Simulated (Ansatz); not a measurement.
## A hypothetical structure for ZrNbBN

This structure for ZrNbBN is made up. Its elements were placed in a known structure type with a cell scaled to their sizes. What cell does the guess relax to, and how far off was it?

Program: Ansatz 0.2.0. Level of theory: DFT, PBE, plane-wave PAW, files of the set soft_1, scalar-relativistic, no spin, cell and ions relaxed at zero pressure; PAW set soft_1, in the first sound run; inputs show where later runs differ. Results are calculated unless marked as measured.

### Step 1. The starting structure

It takes space group R3m (No. 160, trigonal). The conventional cell has a = 3.170 Å, b = 3.170 Å, c = 15.122 Å, α = 90.00°, β = 90.00°, γ = 120.00°. Nearest to Nb lie 3 B at 2.18 Å and 3 N at 2.23 Å. Nearest to Zr lie 3 B at 2.24 Å and 3 N at 2.25 Å. N has 3 Nb at 2.23 Å and 3 Zr at 2.25 Å nearest. Nearest to B lie 3 Nb at 2.18 Å and 3 Zr at 2.24 Å. Farther neighbours and most contacts between anions are not listed.

### Step 2. Relaxation of the guess

The guess takes its coordinates from another compound and its volume from a rule, so the cell and any free coordinates are relaxed together.

input.yaml reads:

```yaml
crystal:
  lattice:
    - [1.585, 0.915100177, 5.040666667]
    - [-1.585, 0.915100177, 5.040666667]
    - [0.0, -1.830200353, 5.040666667]
  atoms:
    - { symbol: Nb, position: [0.74786666, 0.74786666, 0.74786666] }
    - { symbol: Zr, position: [0.251399993, 0.251399993, 0.251399993] }
    - { symbol: "N", position: [0.498633327, 0.498633327, 0.498633327] }
    - { symbol: B, position: [0.003199993, 0.003199993, 0.003199993] }
kpoints:
  mp_grid: { grid: [10, 10, 10] }
scf:
  occupations: { method: fermi_dirac, width: 0.05 }
hamiltonian:
  xc: pbe
  pseudopotentials: { kind: paw, azcp: { folder: soft_1 } }
relax:
  f_tol: 0.015
  max_steps: 70
  cell: {}
output:
  forces: true
  stress: true
```

Launch:

```
ansatz run input.yaml --threads 4 --pin off --max-ram 8192MiB --backend cpu --events-out ev --progress --plain --runs-dir out
```

Numbers of over 12 decimals in the logs are rounded to 6 here.

Output:

```text
basis.fft_grid_basis auto: the FFT boxes are laid along the combinations [[1, 0, -1], [0, 1, -1], [0, 0, 1]] of the cell's own vectors, 3.170, 3.170 and 5.363 Å long. The dense box has 24×24×36 points. Along the cell's own vectors, as sized, it would have 36×36×36, 2.25 times as many. Of the 6 symmetry operations that the crystal satisfies within crystal.symmetry.tolerance (time reversal apart; of a slab, those that  [...]
Engine: ansatz 0.2.0, aarch64-unknown-linux-gnu
Pseudopotentials: kind: paw
Pseudopotential: Nb, paw, valence charge 13, recommended cutoff 420 eV (normal), soft_1/Nb.paw.azcp
Pseudopotential: Zr, paw, valence charge 12, recommended cutoff 420 eV (normal), soft_1/Zr.paw.azcp
Pseudopotential: N, paw, valence charge 5, recommended cutoff 420 eV (normal), soft_1/N.paw.azcp
Pseudopotential: B, paw, valence charge 3, recommended cutoff 420 eV (normal), soft_1/B.paw.azcp
Functional definition: PBE
  parameter kappa = 0.804
  parameter beta = 0.066725
  exchange = pbe_x(kappa = kappa, mu = beta*pi^2/3)
  correlation = pbe_c(beta = beta)
Crystal: 4 atoms, lattice volume = 43.867 Å³
Basis set: ecut = 420 eV, 845 PW (Γ), FFT grids on a1−a3, a2−a3, a3, exchange–correlation on 48×48×72 points (8 copies of the dense FFT grid, shifted against one another)
Bands: 21, of which v1, the nominal top of the filled ones, is band 17 counted from 1 (16 counted from 0)
Symmetry: 6 space group operations
Space group: R3m (ITA 160), of the structure as read, at distance tolerance 3.5e-5 Å
k-points: 116 of 1000 (time reversal used)
Non-local potential: Nb, projectors of the file, l = 0: 3, l = 1: 2, l = 2: 2, l = 3: 1
Non-local potential: Zr, projectors of the file, l = 0: 3, l = 1: 2, l = 2: 2, l = 3: 1
Non-local potential: N, projectors of the file, l = 0: 2, l = 1: 2, l = 2: 1
Non-local potential: B, projectors of the file, l = 0: 2, l = 1: 2, l = 2: 1
PAW form: soft (Blöchl's): semilocal exchange-correlation on the pseudo side does not see the compensation charge
PAW one-centre angular grid: Nb, 590 points (default); XC on 64 Gauss nodes
PAW one-centre angular grid: Zr, 590 points (default); XC on 64 Gauss nodes
PAW one-centre angular grid: N, 110 points (default); XC on 64 Gauss nodes
PAW one-centre angular grid: B, 110 points (default); XC on 64 Gauss nodes
Initial density: superposition of atomic densities (chi_scale 0.1, normalization cell, long waves kept (reshape's long-wave potential 0.04 eV rms))
Initial wavefunctions: pseudopotential atomic-orbital guess
Functional: x = pbe(κ = 0.804, μ = 0.219515), c = pbe(β = 0.066725)
SCF iter   1: F=—  HF=-9286.274454 eV  |F-HF|=—  |Δ(HF+E_count)|=         —  Δρ=1.58e-1  dr2=3.08e1  ethr=3.10e-3  ⟨swp⟩=6.0  Hψ=11483  notcnv=0
preconditioner: auto → Kerker (q_TF=auto, 2.602 Å⁻¹)  [metal: Δε(μ)=0.048 eV  Ē_g=17.852 eV  σ=0.050 eV  W_gap=0.23  n_scr=16 (ndim 8)  ℏωp=30.2 eV  f_vac=0.000  D(μ)=1.04/eV (n_scr^D=2)]
SCF iter   2: F=—  HF=-9280.779631 eV  |F-HF|=—  |Δ(HF+E_count)|=    5.49e0  Δρ=6.96e-2  dr2=7.27e0  ethr=3.10e-3  ⟨swp⟩=3.0  Hψ=6043  notcnv=0  defer=4
SCF iter   3: F=—  HF=-9279.397188 eV  |F-HF|=—  |Δ(HF+E_count)|=    1.38e0  Δρ=2.23e-2  dr2=5.01e-1  ethr=3.10e-3  ⟨swp⟩=3.3  Hψ=5665  notcnv=0  defer=4
SCF iter   4: F=—  HF=-9279.333397 eV  |F-HF|=—  |Δ(HF+E_count)|=   6.38e-2  Δρ=2.11e-2  dr2=3.04e-1  ethr=1.52e-3  ⟨swp⟩=3.3  Hψ=5450  notcnv=0  defer=2
SCF iter   5: F=—  HF=-9279.276340 eV  |F-HF|=—  |Δ(HF+E_count)|=   5.71e-2  Δρ=4.56e-3  dr2=2.44e-2  ethr=9.21e-4  ⟨swp⟩=2.1  Hψ=3935  notcnv=0  defer=2
SCF iter   6: F=—  HF=-9279.272450 eV  |F-HF|=—  |Δ(HF+E_count)|=   3.89e-3  Δρ=1.67e-3  dr2=1.34e-3  ethr=7.40e-5  ⟨swp⟩=2.2  Hψ=3718  notcnv=0  defer=3
SCF iter   7: F=—  HF=-9279.272283 eV  |F-HF|=—  |Δ(HF+E_count)|=   1.67e-4  Δρ=5.64e-4  dr2=2.56e-4  ethr=4.06e-6  ⟨swp⟩=2.0  Hψ=3413  notcnv=0  defer=3
SCF iter   8: F=—  HF=-9279.272250 eV  |F-HF|=—  |Δ(HF+E_count)|=   3.32e-5  Δρ=6.34e-5  dr2=1.76e-6  ethr=7.76e-7  ⟨swp⟩=2.1  Hψ=3109  notcnv=0  defer=3
SCF iter   9: F=—  HF=-9279.272253 eV  |F-HF|=—  |Δ(HF+E_count)|=   3.32e-6  Δρ=1.69e-5  dr2=1.93e-7  ethr=5.33e-9  ⟨swp⟩=2.6  Hψ=4278  notcnv=0  defer=3
SCF iter  10: F=-9279.272253 eV  HF=-9279.272253 eV  |F-HF|=1.20e-9  |Δ(HF+E_count)|=   1.99e-8  Δρ=2.00e-6  dr2=2.25e-9  ethr=3.03e-10  ⟨swp⟩=4.0  Hψ=8058  notcnv=0
SCF 1 converged in 10 iterations: F = -9279.272253 eV  dr2 = 2.25e-9
  greatest PAW one-centre occupation: 0.998 electrons in one spin orbital (limit 2), on the Nb atom at site 0 (counted from 0), in its partial waves of l = 0
relax step   1: F+E_penalty+E_count = -9279.27225345 eV  Δ(F+E_penalty+E_count) = +0.000e0 eV  max|allowed force component| = 2.187e0 eV/Å  Δτ_max = 0.0000 Å  P = +37.511 GPa  Ω = 43.867 Å³  (10 SCF iters, dr2 threshold 1.00e-7 eV, accepted)
Crystal: 4 atoms, lattice volume = 48.418 Å³
Basis set: ecut = 420 eV, 959 PW (Γ), FFT grids on a1−a3, a2−a3, a3, exchange–correlation on 48×48×72 points (8 copies of the dense FFT grid, shifted against one another)
Initial density: handed on by an earlier stage of this run
Initial wavefunctions: those handed on with the density
SCF iter   1: F=—  HF=-9280.301944 eV  |F-HF|=—  |Δ(HF+E_count)|=         —  Δρ=3.57e-2  dr2=2.01e0  ethr=3.10e-3  ⟨swp⟩=6.7  Hψ=11873  notcnv=0
preconditioner: auto → Kerker (q_TF=auto, 2.559 Å⁻¹)  [metal: Δε(μ)=0.010 eV  Ē_g=7.486 eV  σ=0.050 eV  W_gap=0.05  n_scr=16 (ndim 8)  ℏωp=22.0 eV  f_vac=0.000  D(μ)=1.69/eV (n_scr^D=16)]
SCF iter   2: F=—  HF=-9280.017995 eV  |F-HF|=—  |Δ(HF+E_count)|=   2.84e-1  Δρ=1.31e-2  dr2=2.90e-1  ethr=3.10e-3  ⟨swp⟩=2.0  Hψ=3843  notcnv=0
SCF iter   3: F=—  HF=-9279.968193 eV  |F-HF|=—  |Δ(HF+E_count)|=   4.98e-2  Δρ=5.22e-3  dr2=3.71e-2  ethr=8.78e-4  ⟨swp⟩=2.0  Hψ=3257  notcnv=0
SCF iter   4: F=—  HF=-9279.959922 eV  |F-HF|=—  |Δ(HF+E_count)|=   8.27e-3  Δρ=2.24e-3  dr2=6.24e-3  ethr=1.12e-4  ⟨swp⟩=2.3  Hψ=4349  notcnv=0
SCF iter   5: F=—  HF=-9279.958721 eV  |F-HF|=—  |Δ(HF+E_count)|=   1.20e-3  Δρ=1.13e-3  dr2=7.79e-4  ethr=1.89e-5  ⟨swp⟩=1.9  Hψ=3306  notcnv=0
SCF iter   6: F=—  HF=-9279.958541 eV  |F-HF|=—  |Δ(HF+E_count)|=   1.80e-4  Δρ=2.43e-4  dr2=3.14e-5  ethr=2.36e-6  ⟨swp⟩=2.0  Hψ=3583  notcnv=0
SCF iter   7: F=—  HF=-9279.958537 eV  |F-HF|=—  |Δ(HF+E_count)|=   3.68e-6  Δρ=4.99e-5  dr2=1.80e-6  ethr=9.51e-8  ⟨swp⟩=2.4  Hψ=3677  notcnv=0
SCF iter   8: F=-9279.958537 eV  HF=-9279.958537 eV  |F-HF|=2.73e-9  |Δ(HF+E_count)|=   6.89e-8  Δρ=8.17e-6  dr2=3.03e-8  ethr=1.21e-9  ⟨swp⟩=4.0  Hψ=8588  notcnv=0
SCF 2 converged in 8 iterations: F = -9279.958537 eV  dr2 = 3.03e-8
relax step   2: F+E_penalty+E_count = -9279.95853683 eV  Δ(F+E_penalty+E_count) = -6.863e-1 eV  max|allowed force component| = 5.015e-1 eV/Å  Δτ_max = 0.0667 Å  P = +5.281 GPa  Ω = 48.418 Å³  energy of the carried Pulay correction = -4.482e-3 eV  (8 SCF iters, dr2 threshold 4.00e-7 eV, accepted)
Crystal: 4 atoms, lattice volume = 49.525 Å³
Basis set: ecut = 420 eV, 1007 PW (Γ), FFT grids on a1−a3, a2−a3, a3, exchange–correlation on 48×48×72 points (8 copies of the dense FFT grid, shifted against one another)
iter 1 solved again at ethr=6.86e-5 eV; its pass at ethr=3.10e-3 eV (dr2=2.26e-2 eV) is discarded
SCF iter   1: F=—  HF=-9279.989727 eV  |F-HF|=—  |Δ(HF+E_count)|=         —  Δρ=5.23e-3  dr2=2.30e-2  ethr=6.86e-5  ⟨swp⟩=1.0  Hψ=14508  notcnv=0
preconditioner: auto → Kerker (q_TF=auto, 2.550 Å⁻¹)  [metal: Δε(μ)=0.012 eV  Ē_g=7.372 eV  σ=0.050 eV  W_gap=0.06  n_scr=16 (ndim 8)  ℏωp=21.8 eV  f_vac=0.000  D(μ)=1.61/eV (n_scr^D=16)]
SCF iter   2: F=—  HF=-9279.986477 eV  |F-HF|=—  |Δ(HF+E_count)|=   3.25e-3  Δρ=1.98e-3  dr2=2.87e-3  ethr=6.86e-5  ⟨swp⟩=2.0  Hψ=3516  notcnv=0
SCF iter   3: F=—  HF=-9279.986064 eV  |F-HF|=—  |Δ(HF+E_count)|=   4.13e-4  Δρ=1.01e-3  dr2=9.60e-4  ethr=8.70e-6  ⟨swp⟩=1.6  Hψ=2883  notcnv=0
SCF iter   4: F=—  HF=-9279.985871 eV  |F-HF|=—  |Δ(HF+E_count)|=   1.93e-4  Δρ=2.38e-4  dr2=4.85e-5  ethr=2.91e-6  ⟨swp⟩=2.2  Hψ=3222  notcnv=0
SCF iter   5: F=—  HF=-9279.985888 eV  |F-HF|=—  |Δ(HF+E_count)|=   1.65e-5  Δρ=7.13e-5  dr2=4.56e-6  ethr=1.47e-7  ⟨swp⟩=2.0  Hψ=3306  notcnv=0
SCF iter   6: F=-9279.985887 eV  HF=-9279.985887 eV  |F-HF|=1.40e-7  |Δ(HF+E_count)|=   6.10e-7  Δρ=2.24e-5  dr2=2.80e-7  ethr=1.21e-9  ⟨swp⟩=3.0  Hψ=9359  notcnv=0
SCF 3 converged in 6 iterations: F = -9279.985887 eV  dr2 = 2.80e-7
relax step   3: F+E_penalty+E_count = -9279.98588676 eV  Δ(F+E_penalty+E_count) = -2.735e-2 eV  max|allowed force component| = 1.724e-1 eV/Å  Δτ_max = 0.0275 Å  P = -0.162 GPa  Ω = 49.525 Å³  energy of the carried Pulay correction = -5.506e-3 eV  (6 SCF iters, dr2 threshold 4.00e-7 eV, accepted)
[...]
relax step   4: F+E_penalty+E_count = -9279.98721877 eV  Δ(F+E_penalty+E_count) = -1.332e-3 eV  max|allowed force component| = 3.846e-2 eV/Å  Δτ_max = 0.0060 Å  P = -0.146 GPa  Ω = 49.511 Å³  energy of the carried Pulay correction = -5.493e-3 eV  (6 SCF iters, dr2 threshold 4.00e-7 eV, accepted)
[...]
relax step   5: F+E_penalty+E_count = -9279.98750316 eV  Δ(F+E_penalty+E_count) = -2.844e-4 eV  max|allowed force component| = 2.231e-2 eV/Å  Δτ_max = 0.0015 Å  P = +0.113 GPa  Ω = 49.454 Å³  energy of the carried Pulay correction = -5.441e-3 eV  (4 SCF iters, dr2 threshold 3.81e-7 eV, accepted)
[...]
relax step   6: F+E_penalty+E_count = -9279.98750950 eV  Δ(F+E_penalty+E_count) = -6.344e-6 eV  max|allowed force component| = 2.341e-3 eV/Å  Δτ_max = 0.0008 Å  P = -0.003 GPa  Ω = 49.479 Å³  energy of the carried Pulay correction = -5.463e-3 eV  (4 SCF iters, dr2 threshold 6.05e-8 eV, accepted)
[...]
relax step   7: F+E_penalty+E_count = -9279.99771881 eV  Δ(F+E_penalty+E_count) = -1.021e-2 eV  max|allowed force component| = 2.239e-3 eV/Å  Δτ_max = 0.0000 Å  P = +0.271 GPa  Ω = 49.479 Å³  stress off target by 3.85e-1 GPa  SCF on the basis re-selected at this cell (its energy is not comparable with the rows above)  (7 SCF iters)
[...]
relax step   8: F+E_penalty+E_count = -9279.99770358 eV  Δ(F+E_penalty+E_count) = +1.524e-5 eV  max|allowed force component| = 8.587e-3 eV/Å  Δτ_max = 0.0005 Å  P = -0.091 GPa  Ω = 49.556 Å³  energy of the carried Pulay correction = -6.584e-5 eV  (5 SCF iters, dr2 threshold 3.72e-7 eV, accepted)
[...]
relax step   9: F+E_penalty+E_count = -9279.99773067 eV  Δ(F+E_penalty+E_count) = -2.709e-5 eV  max|allowed force component| = 2.166e-3 eV/Å  Δτ_max = 0.0005 Å  P = -0.005 GPa  Ω = 49.537 Å³  energy of the carried Pulay correction = -5.019e-5 eV  (5 SCF iters, dr2 threshold 3.64e-8 eV, accepted)
iter 1 solved again at ethr=4.56e-8 eV; its pass at ethr=3.10e-3 eV (dr2=1.51e-5 eV) is discarded
SCF iter   1: F=—  HF=-9279.997781 eV  |F-HF|=—  |Δ(HF+E_count)|=         —  Δρ=5.45e-6  dr2=1.04e-8  ethr=4.56e-8  ⟨swp⟩=3.0  Hψ=17774  notcnv=0
preconditioner: auto → Kerker (q_TF=auto, 2.550 Å⁻¹)  [metal: Δε(μ)=0.005 eV  Ē_g=7.396 eV  σ=0.050 eV  W_gap=0.02  n_scr=16 (ndim 8)  ℏωp=21.8 eV  f_vac=0.000  D(μ)=1.62/eV (n_scr^D=16)]
SCF iter   2: F=—  HF=-9279.997783 eV  |F-HF|=—  |Δ(HF+E_count)|=   1.69e-6  Δρ=2.87e-6  dr2=5.10e-9  ethr=3.14e-11  ⟨swp⟩=2.2  Hψ=4297  notcnv=0
SCF iter   3: F=—  HF=-9279.997783 eV  |F-HF|=—  |Δ(HF+E_count)|=  3.62e-10  Δρ=1.31e-6  dr2=1.48e-9  ethr=1.55e-11  ⟨swp⟩=2.2  Hψ=3019  notcnv=0
SCF iter   4: F=—  HF=-9279.997783 eV  |F-HF|=—  |Δ(HF+E_count)|=  3.38e-10  Δρ=4.12e-7  dr2=7.87e-11  ethr=4.47e-12  ⟨swp⟩=2.0  Hψ=3420  notcnv=0
SCF iter   5: F=-9279.997783 eV  HF=-9279.997783 eV  |F-HF|=1.82e-12  |Δ(HF+E_count)|=  1.82e-11  Δρ=7.26e-8  dr2=4.09e-12  ethr=1.00e-12  ⟨swp⟩=4.0  Hψ=8034  notcnv=0
SCF 10 converged in 5 iterations: F = -9279.997783 eV  dr2 = 4.09e-12
relax step  10: F+E_penalty+E_count = -9279.99778255 eV  Δ(F+E_penalty+E_count) = -5.188e-5 eV  max|allowed force component| = 2.200e-3 eV/Å  Δτ_max = 0.0000 Å  P = -0.004 GPa  Ω = 49.537 Å³  stress off target by 4.48e-3 GPa  SCF on the basis re-selected at this cell (its energy is not comparable with the rows above)  (5 SCF iters)
basis re-selected at this cell: Δ(F+E_penalty+E_count) = -5.188e-5 eV, ΔP = +0.001 GPa vs the last step (what re-selecting the basis moved, of the pressure what is left beyond the Pulay correction that the steps carried, after the strain that the cell walked since its last selection, with what the two solves' SCF thresholds leave and, on support functions, any second-order correction that the steps lacked; it is no m [...]
SCF converged after 5 iterations
Free energy (F): -9279.997783 eV
Harris-Foulkes:  -9279.997783 eV  (|F-HF|=1.82e-12)
Internal energy: -9279.984484 eV  (E = F + TS)
E sigma→0 (E₀):  -9279.991133 eV
Entropy (-TS):   -0.013299 eV (-3.325 meV/atom)
Fermi energy:    16.361540 eV
--- Per-component energies (eV) ---
  E_band       = -107.024466
  E_kinetic    = 866.345904
  E_local      = -1336.843614  (includes V_loc(G=0)·N_el)
  E_nonlocal   = 210.016087
  E_hartree    = 443.194923
  E_xc         = -414.545304
  E_vxc        = -499.922206  (∫ρ·V_xc dr)
  E_paw        = -6250.912720  (= ΣΔE_a)
  E_vpaw       = -233.011380  (= ΣTr[D̂ρ^β])
  E_aug_tail   = 0.000875  (compensation charges beyond the density's cutoff)
  E_ewald      = -2797.240635
  E_smearing   = -0.013299  (= −TS)
  E_closure    = -0.000000  (closes the sum)
  Σ components = -9279.997783   (vs F -9279.997783, Δ=0.00e0)
--- Forces (eV/Å), atoms counted from 1 ---
  atom   1  Nb    -0.00000000    -0.00000000    -0.00110697
  atom   2  Zr    -0.00000000     0.00000000     0.00035275
  atom   3  N      0.00000000    -0.00000000    -0.00144629
  atom   4  B     -0.00000000     0.00000000     0.00219946
  max |Σ_I F_I| component: 1.05e-6 eV/Å
--- Stress (GPa, compression-positive) ---
       -0.004484       0.000000      -0.000000
        0.000000      -0.004484       0.000000
       -0.000000       0.000000      -0.003769
  P = ⅓ Tr σ = -0.0042 GPa (-0.042 kbar)
--- Relaxed structure (8 steps of the walk, 8 accepted, 2 SCFs on fresh bases) ---
  F+E_penalty+E_count = -9279.99778255 eV   max|allowed force component| = 2.200e-3 eV/Å   (the final SCF, on the basis selected at the relaxed cell)
  cell:  # Å, volume = 49.5375 Å³
    - [1.631900, 0.942178, 5.369776]
    - [-1.631900, 0.942178, 5.369776]
    - [0, -1.884356, 5.369776]
  atoms:
    - { symbol: Nb, position: [0.750778, 0.750778, 0.750778] }
    - { symbol: Zr, position: [0.248364, 0.248364, 0.248364] }
    - { symbol: N, position: [0.497457, 0.497457, 0.497457] }
    - { symbol: B, position: [0.0045012, 0.0045012, 0.0045012] }
```

It took 22 s on 4 threads of Arm Neoverse V2, shared host; peak memory 0.48 GiB; 82 s of CPU time.

This run has no spin polarisation although its electron count is odd.

Relaxation path:

```tsv
step	energy less that of the first step (eV)	largest force component (eV/Å)	pressure (GPa)	volume (Å³)
1	0.0000	2.1871	37.51	43.87
2	-0.6863	0.5015	5.28	48.42
3	-0.7136	0.1724	-0.16	49.53
4	-0.7150	0.0385	-0.15	49.51
5	-0.7153	0.0223	0.11	49.45
6	-0.7153	0.0023	0.00	49.48
7*	-0.7255	0.0022	0.27	49.48
8	-0.7255	0.0086	-0.09	49.56
9	-0.7255	0.0022	0.00	49.54
10*	-0.7255	0.0022	0.00	49.54
```

Relaxation steps marked * repeat the geometry before them on a plane-wave basis chosen anew for their cell, so energy and pressure can jump there.

Forces are held to the 6 operations that the run works with; a distortion that breaks them can't arise in this run.

```tsv
conventional cell, symmetrised	before	after	change
a (Å)	3.170	3.264	+3.0 %
b (Å)	3.170	3.264	+3.0 %
c (Å)	15.122	16.109	+6.5 %
volume (Å³/atom)	10.97	12.38	+12.9 %
```

The atoms that moved most (Å, as changes of fractional coordinates times the final cell):

```tsv
atom	dx	dy	dz	length
Zr2	0.000	0.000	-0.049	0.049
Nb1	0.000	0.000	0.047	0.047
B4	0.000	0.000	0.021	0.021
N3	0.000	0.000	-0.019	0.019
```

The relaxed structure:

```cif
data_structure
_symmetry_space_group_name_H-M 'P 1'
_symmetry_Int_Tables_number 1
_cell_length_a 5.6908
_cell_length_b 5.6908
_cell_length_c 5.6908
_cell_angle_alpha 33.328
_cell_angle_beta 33.328
_cell_angle_gamma 33.328
_cell_volume 49.54
loop_
_atom_site_label
_atom_site_type_symbol
_atom_site_fract_x
_atom_site_fract_y
_atom_site_fract_z
_atom_site_occupancy
Nb1 Nb 0.75078 0.75078 0.75078 1
Zr2 Zr 0.24836 0.24836 0.24836 1
N3 N 0.49746 0.49746 0.49746 1
B4 B 0.00450 0.00450 0.00450 1
```

Numbers from this step:

```yaml
free_energy: -9279.9978 eV
energy_at_zero_smearing: -9279.9911 eV
smearing_term_ts: 0.01330 eV
fermi_energy: 16.36 eV
electrons: 33
symmetry_operations: 6
pressure: -0.004246 GPa
```

Shortest distances by pair of elements, guess and relaxed (not always the same contact):

```tsv
pair	guess (Å)	relaxed (Å)
B–Nb	2.177	2.279
N–Nb	2.229	2.283
N–Zr	2.246	2.322
B–Zr	2.238	2.372
B–N	3.059	3.188
```

The relaxation ends with a largest force component of 0.0022 eV/Å and a pressure of 0.00 GPa.

(Continued in part 2 of 2.)

[Logs are printed without paths, hosts, clocks, repeated set-up lines and the standing remarks that a program may print on its own settings, such as how far it seeks lower states.]

[Hosts, paths, dates, database ids (printed as entryN), source tags and the programs' standing remarks are cut or masked in the printed files.]
